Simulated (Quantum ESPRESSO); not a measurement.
# GaP (F-43m): a volume series of phonon spectra, part 3 of 8

Aim: how the vibrations of GaP shift with volume, and the expansion that follows.

Experimental results on record:
- volume expansion coefficient 15.9 1e-6/K, heat capacity C_P per formula unit 44.2 J/mol/K and bulk modulus 88.7 GPa near room temperature (given in “High-Throughput Prediction of Finite-Temperature Properties using the Quasi-Harmonic Approximation”, 2016, arXiv:1603.06924)

Quantum ESPRESSO 7.5; DFT LDA, scalar-relativistic, plane waves, PseudoDojo norm-conserving pseudopotentials.

So far, gap on the k-mesh (eV): step 2 (probe on a coarse mesh) 1.50; step 3 (finding the static equilibrium) 1.44.

**4. Self-consistent run**

A tight ground state at this cell gives the energy of this member; its pressure is the stress at this cutoff, which can carry an offset from the finite basis.

Input file scf.in:

```
 &control
    calculation='scf',
    prefix='x',
    outdir='./tmp',
    pseudo_dir='./pseudo',
    tprnfor=.true.,
    tstress=.true.,
 /
 &system
    ibrav=0,
    nat=2,
    ntyp=2,
    ecutwfc=80.0,
    occupations='fixed',
    nbnd=11,
 /
 &electrons
    conv_thr=1.0d-12,
    mixing_beta=0.7,
    electron_maxstep=100,
 /
ATOMIC_SPECIES
 Ga     69.7230  Ga.upf
 P      30.9738  P.upf
CELL_PARAMETERS angstrom
     0.000000000    2.693648674    2.693648674
     2.693648674    0.000000000    2.693648674
     2.693648674    2.693648674    0.000000000
ATOMIC_POSITIONS crystal
 Ga     0.000000000   0.000000000   0.000000000
 P      0.250000000   0.250000000   0.250000000
K_POINTS automatic
 8 8 8 0 0 0
```

Run with:

```sh
> OMP_NUM_THREADS=1 mpirun -n 4 pw.x -nk 4 -in scf.in > scf.out
```

What it wrote:

```text
[banner, memory and clock lines left out]
Program PWSCF v.7.5

     Message from routine setup:
     using ibrav=0 with symmetry is DISCOURAGED, use correct ibrav instead

     G-vector sticks info

     bravais-lattice index     =            0
     lattice parameter (alat)  =       7.1987  a.u.
     unit-cell volume          =     263.7846 (a.u.)^3
     number of atoms/cell      =            2
     number of atomic types    =            2
     number of electrons       =        18.00
     number of Kohn-Sham states=           11
     kinetic-energy cutoff     =      80.0000  Ry
     charge density cutoff     =     320.0000  Ry
     scf convergence threshold =      1.0E-12
     mixing beta               =       0.7000
     number of iterations used =            8  plain     mixing
     Exchange-correlation= SLA  PW   NOGX NOGC
                           (   1   4   0   0   0   0   0)

     celldm(1)=   7.198712  celldm(2)=   0.000000  celldm(3)=   0.000000
     celldm(4)=   0.000000  celldm(5)=   0.000000  celldm(6)=   0.000000

     crystal axes: (cart. coord. in units of alat)
               a(1) = (   0.000000   0.707107   0.707107 )
               a(2) = (   0.707107   0.000000   0.707107 )
               a(3) = (   0.707107   0.707107   0.000000 )

     reciprocal axes: (cart. coord. in units 2 pi/alat)
               b(1) = ( -0.707107  0.707107  0.707107 )
               b(2) = (  0.707107 -0.707107  0.707107 )
               b(3) = (  0.707107  0.707107 -0.707107 )

     PseudoPot. # 1 for Ga read from file:
     ./pseudo/Ga.upf
     Pseudo is Norm-conserving + core correction, Zval = 13.0
     Using radial grid of 1858 points,  6 beta functions with:
                l(1) =   0
                l(2) =   0
                l(3) =   1
                l(4) =   1
                l(5) =   2
                l(6) =   2

     PseudoPot. # 2 for P  read from file:
     ./pseudo/P.upf
     Pseudo is Norm-conserving + core correction, Zval =  5.0
     Using radial grid of 1298 points,  6 beta functions with:
                l(1) =   0
                l(2) =   0
                l(3) =   1
                l(4) =   1
                l(5) =   2
                l(6) =   2

     atomic species   valence    mass     pseudopotential
     Ga               13.00    69.72300     Ga( 1.00)
     P                 5.00    30.97380     P ( 1.00)

     24 Sym. Ops. (no inversion) found

   Cartesian axes

     site n.     atom                  positions (alat units)
         1        Ga     tau(   1) = (   0.0000000   0.0000000   0.0000000  )
         2        P      tau(   2) = (   0.3535534   0.3535534   0.3535534  )

     number of k points=    29
                       cart. coord. in units 2pi/alat
        k(    1) = (   0.0000000   0.0000000   0.0000000), wk =   0.0039062
        k(    2) = (   0.0883883   0.0883883  -0.0883883), wk =   0.0312500
        k(    3) = (   0.1767767   0.1767767  -0.1767767), wk =   0.0312500
        k(    4) = (   0.2651650   0.2651650  -0.2651650), wk =   0.0312500
        k(    5) = (  -0.3535534  -0.3535534   0.3535534), wk =   0.0156250
        k(    6) = (   0.1767767   0.0000000   0.0000000), wk =   0.0234375
        k(    7) = (   0.2651650   0.0883883  -0.0883883), wk =   0.0937500
        k(    8) = (   0.3535534   0.1767767  -0.1767767), wk =   0.0937500
        k(    9) = (  -0.2651650  -0.4419417   0.4419417), wk =   0.0937500
        k(   10) = (  -0.1767767  -0.3535534   0.3535534), wk =   0.0937500
        k(   11) = (  -0.0883883  -0.2651650   0.2651650), wk =   0.0937500
        k(   12) = (   0.0000000  -0.1767767   0.1767767), wk =   0.0468750
        k(   13) = (   0.3535534   0.0000000   0.0000000), wk =   0.0234375
        k(   14) = (   0.4419417   0.0883883  -0.0883883), wk =   0.0937500
        k(   15) = (  -0.1767767  -0.5303301   0.5303301), wk =   0.0937500
        k(   16) = (  -0.0883883  -0.4419417   0.4419417), wk =   0.0937500
[...]
k(   22) = (   0.3535534   0.1767767   0.0000000), wk =   0.0937500
        k(   23) = (  -0.2651650  -0.4419417   0.6187184), wk =   0.1875000
        k(   24) = (  -0.1767767  -0.3535534   0.5303301), wk =   0.0937500
        k(   25) = (  -0.1767767  -0.5303301   0.7071068), wk =   0.0937500
        k(   26) = (  -0.0883883  -0.4419417   0.6187184), wk =   0.1875000
        k(   27) = (   0.0000000  -0.3535534   0.5303301), wk =   0.0937500
        k(   28) = (  -0.7071068   0.1767767  -0.0000000), wk =   0.0468750
        k(   29) = (  -0.7071068   0.3535534   0.0000000), wk =   0.0234375

     Dense  grid:    25605 G-vectors     FFT dimensions: (  45,  45,  45)

     Initial potential from superposition of free atoms

     starting charge      17.9978, renormalised to      18.0000
     Starting wfcs are   13 randomized atomic wfcs

     per-process dynamical memory:    23.0 Mb

     Self-consistent Calculation

     iteration #  1     ecut=    80.00 Ry     beta= 0.70
     Davidson diagonalization with overlap
     ethr =  1.00E-02,  avg # of iterations =  3.7

     Threshold (ethr) on eigenvalues was too large:
     Diagonalizing with lowered threshold

     Davidson diagonalization with overlap
     ethr =  3.85E-04,  avg # of iterations =  2.2

     total energy              =    -166.68093385 Ry
     estimated scf accuracy    <       0.07072065 Ry

     iteration #  2     ecut=    80.00 Ry     beta= 0.70
     Davidson diagonalization with overlap
     ethr =  3.93E-04,  avg # of iterations =  2.2

     total energy              =    -166.69602340 Ry
     estimated scf accuracy    <       0.01324526 Ry

     iteration #  3     ecut=    80.00 Ry     beta= 0.70
     Davidson diagonalization with overlap
     ethr =  7.36E-05,  avg # of iterations =  2.7

     total energy              =    -166.69863899 Ry
     estimated scf accuracy    <       0.00033556 Ry

     iteration #  4     ecut=    80.00 Ry     beta= 0.70
     Davidson diagonalization with overlap
     ethr =  1.86E-06,  avg # of iterations =  5.1

     total energy              =    -166.69866404 Ry
     estimated scf accuracy    <       0.00003025 Ry

     iteration #  5     ecut=    80.00 Ry     beta= 0.70
     Davidson diagonalization with overlap
     ethr =  1.68E-07,  avg # of iterations =  2.3

     total energy              =    -166.69867224 Ry
     estimated scf accuracy    <       0.00000012 Ry

     iteration #  6     ecut=    80.00 Ry     beta= 0.70
     Davidson diagonalization with overlap
     ethr =  6.58E-10,  avg # of iterations =  5.1

     total energy              =    -166.69867245 Ry
     estimated scf accuracy    <       0.00000005 Ry

     iteration #  7     ecut=    80.00 Ry     beta= 0.70
     Davidson diagonalization with overlap
     ethr =  2.56E-10,  avg # of iterations =  2.0

     total energy              =    -166.69867246 Ry
     estimated scf accuracy    <          2.8E-10 Ry

     iteration #  8     ecut=    80.00 Ry     beta= 0.70
     Davidson diagonalization with overlap
     ethr =  1.53E-12,  avg # of iterations =  5.7

     total energy              =    -166.69867246 Ry
     estimated scf accuracy    <          7.0E-10 Ry

     iteration #  9     ecut=    80.00 Ry     beta= 0.70
     Davidson diagonalization with overlap
     ethr =  1.53E-12,  avg # of iterations =  2.7

     total energy              =    -166.69867246 Ry
     estimated scf accuracy    <          1.7E-12 Ry

     iteration # 10     ecut=    80.00 Ry     beta= 0.70
     Davidson diagonalization with overlap
     ethr =  1.00E-13,  avg # of iterations =  2.7

     End of self-consistent calculation

          k = 0.0000 0.0000 0.0000 (  3143 PWs)   bands (ev):

    -6.9269  -6.9269  -6.9269  -6.8172  -6.8172  -4.9605   7.8264   7.8264
     7.8264   9.7206  11.6139

          k = 0.0884 0.0884-0.0884 (  3191 PWs)   bands (ev):

    -6.9419  -6.9217  -6.9217  -6.8173  -6.8173  -4.7487   6.1440   7.5797
     7.5797  10.2952  11.9819

          k = 0.1768 0.1768-0.1768 (  3182 PWs)   bands (ev):

    -6.9747  -6.9106  -6.9106  -6.8159  -6.8159  -4.1469   3.8125   7.1219
     7.1219   9.9384  12.5019

          k = 0.2652 0.2652-0.2652 (  3187 PWs)   bands (ev):

    -7.0040  -6.9022  -6.9022  -6.8117  -6.8117  -3.2970   1.8337   6.7715
     6.7715   9.5687  12.5332

          k =-0.3536-0.3536 0.3536 (  3178 PWs)   bands (ev):

    -7.0154  -6.8996  -6.8996  -6.8091  -6.8091  -2.7623   0.9117   6.6461
     6.6461   9.4369  12.4539

          k = 0.1768 0.0000 0.0000 (  3195 PWs)   bands (ev):

    -6.9515  -6.9167  -6.9167  -6.8219  -6.8137  -4.6786   6.2515   7.1311
     7.1311  10.7767  11.2883

          k = 0.2652 0.0884-0.0884 (  3193 PWs)   bands (ev):

    -6.9771  -6.9074  -6.9051  -6.8255  -6.8104  -4.2060   4.4505   6.6184
     6.6538  10.7029  11.7098

          k = 0.3536 0.1768-0.1768 (  3181 PWs)   bands (ev):

    -7.0025  -6.9001  -6.8954  -6.8236  -6.8073  -3.4208   2.4563   6.0517
     6.3173  10.5085  12.1809

          k =-0.2652-0.4419 0.4419 (  3184 PWs)   bands (ev):

    -7.0163  -6.8971  -6.8922  -6.8169  -6.8077  -2.6823   1.1243   5.5991
     6.3140  10.3657  12.2037

          k =-0.1768-0.3536 0.3536 (  3182 PWs)   bands (ev):

    -7.0120  -6.8976  -6.8949  -6.8137  -6.8122  -2.8765   1.4444   5.4345
     6.5988  10.4480  12.3893

          k =-0.0884-0.2652 0.2652 (  3178 PWs)   bands (ev):

    -6.9912  -6.9037  -6.9020  -6.8200  -6.8122  -3.7085   3.0885   5.6367
     7.0824  10.7301  12.6760

          k = 0.0000-0.1768 0.1768 (  3180 PWs)   bands (ev):

    -6.9630  -6.9156  -6.9112  -6.8206  -6.8143  -4.4065   4.9766   6.3798
     7.5414  10.8784  12.1365

          k = 0.3536 0.0000 0.0000 (  3178 PWs)   bands (ev):

    -6.9996  -6.8916  -6.8916  -6.8358  -6.8051  -3.8745   4.0694   6.0419
     6.0419   9.8419  11.4789

          k = 0.4419 0.0884-0.0884 (  3185 PWs)   bands (ev):

    -7.0191  -6.8828  -6.8797  -6.8398  -6.8016  -3.2057   2.7283   5.2766
     5.6945   9.9931  11.3866

          k =-0.1768-0.5303 0.5303 (  3182 PWs)   bands (ev):

    -7.0266  -6.8842  -6.8752  -6.8343  -6.8032  -2.4294   1.4774   4.4053
     5.6797  10.1404  12.7321

          k =-0.0884-0.4419 0.4419 (  3180 PWs)   bands (ev):

    -7.0219  -6.8896  -6.8785  -6.8242  -6.8113  -2.2847   1.2921   3.9444
     5.9976  10.4297  13.4803

          k = 0.0000-0.3536 0.3536 (  3164 PWs)   bands (ev):

[...]
k = 0.5303-0.0000 0.0000 (  3194 PWs)   bands (ev):

[...]
k =-0.0884-0.6187 0.6187 (  3191 PWs)   bands (ev):

[...]
k = 0.0000-0.5303 0.5303 (  3200 PWs)   bands (ev):

[...]
k =-0.7071 0.0000 0.0000 (  3250 PWs)   bands (ev):

[...]
k = 0.3536 0.1768 0.0000 (  3185 PWs)   bands (ev):

    -6.9992  -6.8975  -6.8930  -6.8297  -6.8072  -3.6344   3.3550   5.2767
     6.4794  11.0448  11.8967

          k =-0.2652-0.4419 0.6187 (  3182 PWs)   bands (ev):

    -7.0154  -6.8936  -6.8829  -6.8274  -6.8074  -2.8300   1.9281   4.6141
     5.9984  11.2644  12.1781

          k =-0.1768-0.3536 0.5303 (  3186 PWs)   bands (ev):

    -7.0213  -6.8931  -6.8793  -6.8234  -6.8092  -2.3307   1.1546   4.4572
     5.7731  11.2633  11.9837

          k =-0.1768-0.5303 0.7071 (  3187 PWs)   bands (ev):

    -7.0313  -6.8782  -6.8685  -6.8420  -6.8008  -2.5188   1.8204   4.5817
     5.1850  10.5264  11.1938

          k =-0.0884-0.4419 0.6187 (  3187 PWs)   bands (ev):

    -7.0315  -6.8831  -6.8649  -6.8360  -6.8055  -1.9372   1.1661   3.8908
     4.9884  10.9421  12.6732

          k = 0.0000-0.3536 0.5303 (  3185 PWs)   bands (ev):

    -7.0247  -6.8893  -6.8698  -6.8295  -6.8100  -2.1397   1.3852   3.7287
     5.3653  11.3701  13.2866

          k =-0.7071 0.1768-0.0000 (  3184 PWs)   bands (ev):

    -7.0433  -6.8687  -6.8604  -6.8453  -6.7989  -1.7436   0.9123   4.4810
     4.5471  10.4359  10.6587

          k =-0.7071 0.3536 0.0000 (  3188 PWs)   bands (ev):

    -7.0317  -6.8847  -6.8610  -6.8347  -6.8077  -1.6884   1.0297   4.0430
     4.1860  12.4359  12.7443

     highest occupied, lowest unoccupied level (ev):     7.8264    9.2640

!    total energy              =    -166.69867246 Ry
     estimated scf accuracy    <          1.6E-13 Ry

     The total energy is the sum of the following terms:
     one-electron contribution =     -75.39159666 Ry
     hartree contribution      =      51.60763267 Ry
     xc contribution           =     -45.30522917 Ry
     ewald contribution        =     -97.60947930 Ry

     convergence has been achieved in  10 iterations

     Forces acting on atoms (cartesian axes, Ry/au):

     atom    1 type  1   force =     0.00000000    0.00000000    0.00000000
     atom    2 type  2   force =     0.00000000    0.00000000    0.00000000

     Total force =     0.000000     Total SCF correction =     0.000000

     Computing stress (Cartesian axis) and pressure

          total   stress  (Ry/bohr**3)                   (kbar)     P=       -0.20
  -0.00000139   0.00000000   0.00000000           -0.20        0.00        0.00
   0.00000000  -0.00000139  -0.00000000            0.00       -0.20       -0.00
   0.00000000  -0.00000000  -0.00000139            0.00       -0.00       -0.20

     XML data file, charge density, pseudopotentials, collected wavefunctions
```

It took 6.5 s on 4 MPI ranks of Arm Neoverse V2, shared host; 26 s of CPU time.

On a basis chosen for the relaxed cell the pressure is -0.02 GPa, small enough for phonons.

(Continued in part 4 of 8.)

[Logs are printed without paths, hosts, clocks, repeated set-up lines and the standing remarks that a program may print on its own settings, such as how far it seeks lower states.]

[Hosts, paths, dates, database ids (printed as entryN), source tags and the programs' standing remarks are cut or masked in the printed files.]

[A step with changed settings may run another functional than the one named; its input shows which.]

[Of the runs on displaced cells, only some may be shown.]
